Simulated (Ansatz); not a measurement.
# MgPbO2: relaxing a made-up structure, part 2 of 2

This structure for MgPbO2 is made up. Its elements were placed in a known structure type with a cell scaled to their sizes. What cell does the guess relax to, and how far off was it?

Ansatz 0.2.0; DFT, PBEsol, plane-wave PAW, files of the set soft_1, scalar-relativistic, no spin, cell and ions relaxed at zero pressure; PAW set soft_1 (the session's first sound run).

So far: Starting point; Relaxing cell and atoms. The relaxed cell has a = 3.428, c = 6.327 Å (conventional setting).

## (3) Electronic structure of the relaxed cell

A second self-consistent run takes a narrower smearing and the mesh shown in its input; the bands follow along the standard path of the relaxed lattice.

This step: DFT, PBEsol, plane-wave PAW, files of the set soft_1, scalar-relativistic, no spin, bands and density of states at the relaxed cell; PAW set soft_1 (Ansatz 0.2.0).

File input.yaml:

```yaml
crystal:
  lattice:
    - [3.4277792485, 0.0, 0.0]
    - [-1.7138896242, 2.9685439078, 0.0]
    - [0.0, 0.0, 6.3268163235]
  atoms:
    - { symbol: Pb, position: [0.0, 0.0, 0.0093932643] }
    - { symbol: Mg, position: [0.6666666667, 0.3333333333, 0.5056493443] }
    - { symbol: O, position: [0.0, 0.0, 0.4367976567] }
    - { symbol: O, position: [0.6666666667, 0.3333333333, 0.8264597347] }
kpoints:
  mp_grid: { grid: [10, 10, 6] }
  band_path:
    path:
      - [[0.0, 0.0, 0.0], [0.5, 0.0, 0.0], [0.33333333, 0.33333333, 0.0], [0.0, 0.0, 0.0], [0.0, 0.0, 0.5], [0.5, 0.0, 0.5], [0.33333333, 0.33333333, 0.5], [0.0, 0.0, 0.5]]
      - [[0.5, 0.0, 0.5], [0.5, 0.0, 0.0]]
      - [[0.33333333, 0.33333333, 0.0], [0.33333333, 0.33333333, 0.5]]
    npoints: 8
scf:
  occupations: { method: fermi_dirac, width: 0.03 }
  n_extra_bands: 8
hamiltonian:
  xc: pbesol
  pseudopotentials: { kind: paw, azcp: { folder: soft_1 }, xc_functional: pbe }
output:
  forces: true
  stress: true
  write_bands: true
  dos: { projected: true }
  write_density: true
  write_potential: true
  elf: true
  volumetric_format: npy
```

Run with:

```sh
ansatz run input.yaml --threads 4 --pin off --max-ram 8192MiB --backend cpu --events-out ev --progress --plain --runs-dir out
```

Numbers of over 12 decimals in the logs are rounded to 6 here.

Output:

```text
[...]
Crystal: 4 atoms, lattice volume = 64.379 Å³
Basis set: ecut = 420 eV, 1269 PW (Γ), exchange–correlation on 48×48×90 points (8 copies of the dense FFT grid, shifted against one another)
Bands: 26, of which v1, the nominal top of the filled ones, is band 18 counted from 1 (17 counted from 0)
Symmetry: 6 space group operations
[...]
k-points: 72 of 600 (time reversal used)
[...]
SCF iter   1: F=—  HF=-14793.573282 eV  |F-HF|=—  |Δ(HF+E_count)|=         —  Δρ=5.88e-2  dr2=3.70e0  ethr=3.10e-3  ⟨swp⟩=6.5  Hψ=9770  notcnv=0
[...]
SCF iter   8: F=-14792.446819 eV  HF=-14792.446819 eV  |F-HF|=3.50e-9  |Δ(HF+E_count)|=   1.67e-7  Δρ=6.32e-6  dr2=2.22e-8  ethr=2.78e-10  ⟨swp⟩=17.3  Hψ=17357  notcnv=0
SCF 1 converged in 8 iterations: F = -14792.446819 eV  dr2 = 2.22e-8
[...]
NSCF: frozen V_eff on 75 k-points
SCF converged after 8 iterations
Free energy (F): -14792.446819 eV
[...]
Internal energy: -14792.446819 eV  (E = F + TS)
E sigma→0 (E₀):  -14792.446819 eV
Entropy (-TS):   -0.000000 eV (-0.000 meV/atom)
Fermi energy:    8.088077 eV
[...]
--- Forces (eV/Å), atoms counted from 1 ---
  atom   1  Pb     0.00000000     0.00000000    -0.00185165
  atom   2  Mg    -0.00000000     0.00000000     0.00309805
  atom   3  O     -0.00000000     0.00000000     0.00011162
  atom   4  O     -0.00000000     0.00000000    -0.00141524
  max |Σ_I F_I| component: 5.72e-5 eV/Å
--- Stress (GPa, compression-positive) ---
       -0.046527      -0.000000       0.000000
       -0.000000      -0.046527       0.000000
        0.000000      -0.000000       0.025147
  P = ⅓ Tr σ = -0.0226 GPa (-0.226 kbar)
--- Band table (eV; the first three rows and the last of 72) ---
  k-point 0: bands = [... 14 lower, 5.0782, 5.4216, 6.2761, 6.2761, 10.2161, 12.2624, 15.6414, 15.6414, ... 4 higher]
  k-point 1: bands = [... 14 lower, 5.0815, 5.8916, 6.2732, 6.2732, 9.8746, 12.5700, 15.6265, 15.6265, ... 4 higher]
  k-point 2: bands = [... 14 lower, 5.0878, 6.2671, 6.2671, 6.5575, 9.2236, 13.1447, 15.5973, 15.5973, ... 4 higher]
  k-point 71: bands = [... 14 lower, 4.8743, 5.3173, 5.5699, 7.0116, 9.5518, 10.5823, 13.4356, 14.7392, ... 4 higher]
```

Wall time 4.6 s (4 threads of Arm Neoverse V2, shared host); peak memory 0.46 GiB.

In the SCF lines HF is the Harris–Foulkes energy and dr2 the Hartree energy of the density residual, in eV; the loop may stop once dr2 is under the threshold and the program's other checks hold. Hψ counts applications of the Hamiltonian.

This step gave:

```yaml
fermi_energy: 8.088 eV
gap_by_band_count: 0.7946 eV
pressure: -0.02264 GPa
```

From bands.tsv. Electronic bands along the path, in eV, zero at the valence top; v1 is the highest filled band, c1 the lowest empty one:

| point | v4 | v3 | v2 | v1 | c1 | c2 | c3 | c4 |
| --- | --- | --- | --- | --- | --- | --- | --- | --- |
| Γ | -2.65 | -2.31 | -1.45 | -1.45 | 2.49 | 4.53 | 7.91 | 7.91 |
| halfway | -3.01 | -2.11 | -1.58 | -1.11 | 3.02 | 4.25 | 5.86 | 6.98 |
| M | -3.39 | -2.89 | -1.70 | -0.47 | 1.11 | 4.93 | 6.26 | 6.96 |
| halfway | -3.22 | -2.86 | -2.08 | -0.21 | 1.37 | 4.07 | 5.93 | 6.99 |
| K | -2.95 | -2.78 | -2.64 | 0.00 | 1.69 | 2.86 | 6.56 | 7.06 |
| halfway | -3.01 | -2.16 | -1.75 | -0.89 | 2.94 | 4.58 | 5.21 | 6.45 |
| Γ | -2.65 | -2.31 | -1.45 | -1.45 | 2.49 | 4.53 | 7.91 | 7.91 |
| halfway | -2.64 | -1.50 | -1.46 | -1.46 | 1.82 | 5.13 | 7.88 | 7.88 |
| A | -2.64 | -1.47 | -1.47 | -0.80 | 1.12 | 5.74 | 7.85 | 7.85 |
| halfway | -2.93 | -2.44 | -1.61 | -0.64 | 2.70 | 3.55 | 6.91 | 6.99 |
| L | -3.24 | -2.41 | -1.76 | -0.82 | 0.74 | 4.90 | 6.34 | 6.74 |
| halfway | -2.99 | -2.27 | -2.10 | -0.76 | 1.24 | 4.07 | 5.51 | 6.90 |
| H | -2.85 | -2.46 | -2.13 | -0.71 | 1.91 | 2.60 | 5.81 | 7.01 |
| halfway | -2.80 | -2.52 | -1.78 | -0.64 | 2.96 | 3.57 | 5.33 | 7.21 |
| A | -2.64 | -1.47 | -1.47 | -0.80 | 1.12 | 5.74 | 7.85 | 7.85 |
| jump to L | -3.24 | -2.41 | -1.76 | -0.82 | 0.74 | 4.90 | 6.34 | 6.74 |
| halfway | -3.37 | -2.60 | -1.73 | -0.67 | 0.97 | 4.91 | 6.30 | 6.78 |
| M | -3.39 | -2.89 | -1.70 | -0.47 | 1.11 | 4.93 | 6.26 | 6.96 |
| jump to K | -2.95 | -2.78 | -2.64 | 0.00 | 1.69 | 2.86 | 6.56 | 7.06 |
| halfway | -2.74 | -2.61 | -2.60 | -0.29 | 1.81 | 2.73 | 6.13 | 7.03 |
| H | -2.85 | -2.46 | -2.13 | -0.71 | 1.91 | 2.60 | 5.81 | 7.01 |

Counts of states for the cell as run, both spins, by energy window (eV from the valence-band top):

```
from  to  total
  -8  -7   0.26
  -7  -6   0.00
  -6  -5   0.00
  -5  -4   2.06
  -4  -3   2.68
  -3  -2   3.48
  -2  -1   2.02
  -1   0   1.76
   0   1   0.03
   1   2   1.07
   2   3   0.85
   3   4   0.56
   4   5   1.43
```

A further 23.7 states lie below the table's range.

ELF in the ac plane at fractional y = 0.333, with atoms of Mg and O within 0.2 Å of it. It is the smooth field of the valence electrons, not physical close to the nuclei.

Values, 24 rows by 14 columns, each cell a mean:
```
0.25 0.34 0.40 0.38 0.28 0.20 0.22 0.40 0.57 0.64 0.61 0.47 0.29 0.19
0.19 0.25 0.30 0.28 0.21 0.21 0.38 0.67 0.77 0.78 0.78 0.72 0.52 0.27
0.19 0.17 0.20 0.19 0.17 0.29 0.59 0.79 0.76 0.68 0.72 0.79 0.71 0.43
0.24 0.12 0.11 0.11 0.18 0.42 0.71 0.79 0.62 0.38 0.49 0.75 0.78 0.59
0.26 0.10 0.06 0.07 0.18 0.46 0.72 0.80 0.68 0.51 0.60 0.78 0.78 0.62
0.23 0.08 0.04 0.05 0.16 0.41 0.67 0.81 0.81 0.78 0.80 0.82 0.76 0.57
0.13 0.05 0.03 0.04 0.09 0.25 0.50 0.72 0.80 0.82 0.81 0.75 0.62 0.38
0.06 0.04 0.04 0.04 0.05 0.11 0.24 0.38 0.44 0.45 0.45 0.41 0.31 0.17
0.06 0.08 0.10 0.09 0.06 0.05 0.06 0.07 0.09 0.11 0.10 0.07 0.06 0.05
0.12 0.24 0.29 0.27 0.17 0.06 0.03 0.14 0.27 0.31 0.30 0.20 0.07 0.03
0.22 0.42 0.48 0.46 0.31 0.10 0.06 0.28 0.30 0.22 0.25 0.32 0.15 0.05
0.33 0.55 0.60 0.58 0.44 0.15 0.09 0.31 0.24 0.11 0.16 0.31 0.19 0.06
0.45 0.63 0.66 0.65 0.54 0.24 0.07 0.26 0.31 0.23 0.26 0.31 0.14 0.10
0.51 0.63 0.65 0.64 0.57 0.32 0.08 0.13 0.28 0.32 0.31 0.19 0.07 0.16
0.49 0.58 0.60 0.59 0.53 0.36 0.13 0.04 0.08 0.13 0.11 0.05 0.06 0.23
0.35 0.41 0.44 0.43 0.38 0.29 0.16 0.05 0.02 0.02 0.02 0.04 0.10 0.22
0.19 0.22 0.23 0.23 0.20 0.16 0.12 0.06 0.04 0.03 0.03 0.05 0.09 0.14
0.10 0.11 0.11 0.11 0.10 0.09 0.07 0.05 0.04 0.03 0.04 0.05 0.06 0.08
0.13 0.15 0.16 0.15 0.14 0.11 0.08 0.05 0.04 0.03 0.04 0.05 0.07 0.10
0.27 0.31 0.33 0.32 0.29 0.23 0.15 0.08 0.05 0.04 0.04 0.07 0.11 0.19
0.38 0.43 0.45 0.44 0.40 0.33 0.22 0.11 0.06 0.05 0.05 0.09 0.16 0.28
0.41 0.47 0.50 0.49 0.43 0.35 0.24 0.12 0.08 0.07 0.07 0.10 0.18 0.30
0.39 0.47 0.50 0.49 0.42 0.32 0.21 0.13 0.11 0.12 0.11 0.12 0.17 0.26
0.34 0.43 0.47 0.46 0.38 0.27 0.18 0.17 0.23 0.28 0.26 0.19 0.17 0.21
```
Columns run along a (3.4 Å), rows up along c (6.3 Å). Atoms in or near the plane, at fractional coordinates: Mg at (0.67, 0.51), O at (0.67, 0.83).

Valence density in the ac plane at fractional y = 0.333, with atoms of Mg and O within 0.2 Å of it. It is the smooth field of the valence electrons, not physical close to the nuclei.

Values in e/Å³, 24 rows by 14 columns, each cell a mean:
```
 0  0  1  1  0  0  0  0  1  1  1  0  0  0
 0  0  0  0  0  0  0  1  1  2  2  1  1  0
 0  0  0  0  0  0  1  2  3  5  4  2  1  0
 0  0  0  0  0  0  1  3  6  8  7  4  1  1
 0  0  0  0  0  0  1  2  5  7  6  3  1  0
 0  0  0  0  0  0  0  1  3  4  3  2  1  0
 0  0  0  0  0  0  0  1  1  1  1  1  0  0
 0  0  0  0  0  0  0  0  0  0  0  0  0  0
 0  0  0  0  0  0  0  0  0  0  0  0  0  0
 0  0  0  0  0  0  0  1  2  5  4  1  0  0
 0  0  0  0  0  0  0  2 10 17 14  5  1  0
 0  0  0  0  0  0  0  4 16 27 22  8  1  0
 0  0  0  0  0  0  0  2  9 16 13  4  1  0
 0  0  0  0  0  0  0  1  2  4  3  1  0  0
 0  0  0  0  0  0  0  0  0  0  0  0  0  0
 0  0  0  0  0  0  0  0  0  0  0  0  0  0
 0  0  0  0  0  0  0  0  0  0  0  0  0  0
 0  0  0  0  0  0  0  0  0  0  0  0  0  0
 0  0  0  0  0  0  0  0  0  0  0  0  0  0
 0  0  0  0  0  0  0  0  0  0  0  0  0  0
 0  0  0  0  0  0  0  0  0  0  0  0  0  0
 0  0  0  0  0  0  0  0  0  0  0  0  0  0
 0  1  1  1  0  0  0  0  0  0  0  0  0  0
 0  1  1  1  0  0  0  0  0  0  0  0  0  0
```
Columns run along a (3.4 Å), rows up along c (6.3 Å). Atoms in or near the plane, at fractional coordinates: Mg at (0.67, 0.51), O at (0.67, 0.83).

Electrostatic potential energy in the ac plane at fractional y = 0.333, with atoms of Mg and O within 0.2 Å of it. With pseudopotentials it is smooth inside the atoms' cores, unlike the true potential.

Ten even steps from '_' (-58 eV) to '@' (12 eV), each cell a mean:
```
%%######%%%%@@@@@@@@@@@@@@@@
%%%%%%%%%%@@@@%%##****%%@@@@
@@@@%%%%@@@@@@**==--==++%%@@
@@@@@@@@@@@@@@++--::::==##@@
@@@@@@@@@@@@@@++--::--==##@@
@@@@@@@@@@@@@@##++====**@@@@
@@@@@@@@@@@@@@@@%%##%%@@@@@@
@@@@@@@@@@@@@@@@@@@@@@@@@@@@
@@@@@@@@@@@@@@%%%%####%%@@@@
@@@@@@@@@@@@%%**--::::++##@@
@@@@@@@@@@@@##--______::**%%
@@@@@@@@@@@@##::______..++%%
@@@@@@@@@@@@%%--______::**%%
@@@@@@@@@@@@%%**--::::++##@@
@@@@@@@@@@@@@@%%##**##%%%%@@
@@@@@@@@@@@@@@@@@@%%@@@@@@@@
@@@@@@@@@@@@@@@@@@@@@@@@@@@@
@@@@@@@@@@@@@@@@@@@@@@@@@@@@
@@@@@@@@@@@@@@@@@@@@@@@@@@@@
@@@@@@@@@@@@@@@@@@@@@@@@@@@@
@@%%%%%%@@@@@@@@@@@@@@@@@@@@
%%%%%%%%%%%%@@@@@@@@@@@@@@@@
%%######%%%%@@@@@@@@@@@@@@%%
%%##****##%%@@@@@@@@@@@@@@%%
```
Columns run along a (3.4 Å; values clipped at the 3rd and 97th percentile), rows up along c (6.3 Å). Atoms in or near the plane, at fractional coordinates: Mg at (0.67, 0.51), O at (0.67, 0.83).

## (4) What came out

* space group, relaxed: P3m1
* conventional cell: a = 3.428, b = 3.428, c = 6.327 Å; α = 90.0°, β = 90.0°, γ = 120.0°
* volume per atom: 16.09 Å³ (guess 17.17)

**Reading.** MgPbO2 relaxes to P3m1 with a = 3.428, b = 3.428 and c = 6.327 Å. The guessed volume was 7 % too large. The space group P3m1 was held in the relaxation, so the end point is a stationary structure within it and may be a saddle against distortions or other arrangements. It has an indirect Kohn–Sham gap of 0.74 eV, which semilocal functionals understate. On the 10×10×6 mesh with the narrower smearing (relaxed on 8×8×5) the largest force component is 0.003 eV/Å and the largest stress component is 0.047 GPa, within the relaxation's thresholds of 0.015 eV/Å and 0.05 GPa. The cutoff wasn't tested. Spin-orbit coupling is left out, which can matter for elements this heavy. No dispersion term is used, so weakly bound directions may come out too long. Nothing here tests whether the compound is stable against decomposition.

[Logs are printed without paths, hosts, clocks, repeated set-up lines and the standing remarks that a program may print on its own settings, such as how far it seeks lower states.]

[Hosts, paths, dates, database ids (printed as entryN), source tags and the programs' standing remarks are cut or masked in the printed files.]
